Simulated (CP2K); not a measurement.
The C K edge of 3-hydroxythiophene was computed by TDDFT (CP2K XAS_TDP, aug-cc-pVDZ, TDA) at these levels: PBE0, PBEh(45%) and PBEh(45%) + GW2X. The first three lines of C2 (bonded to 2 C and O) with a strength over 0.0015, energy in eV and strength:

| run | first | second | third |
| --- | --- | --- | --- |
| 1 | 277.86 (0.023) | 278.83 (0.003) | 279.14 (0.033) |
| 2 | 283.57 (0.054) | 285.49 (0.012) | 285.60 (0.010) |
| 3 | 289.12 (0.053) | 291.03 (0.012) | 291.15 (0.010) |

Which run is which?

Run 1: PBE0 (25 % exact exchange). Run 2: PBEh(45%) (45 % exact exchange). Run 3: PBEh(45%) + GW2X (45 % exact exchange). Self-interaction lifts the core level, so the uncorrected lines rise with the share of exact exchange. The GW2X run keeps the spacings of its parent: 1.91 eV between the first two lines in run 3, 1.92 eV in run 2. Its shift is +5.55 eV, since the Kohn–Sham level at this share of exchange lies that far above the quasiparticle level.

[Hosts, paths, dates, database ids (printed as entryN), source tags and the programs' standing remarks are cut or masked in the printed files.]
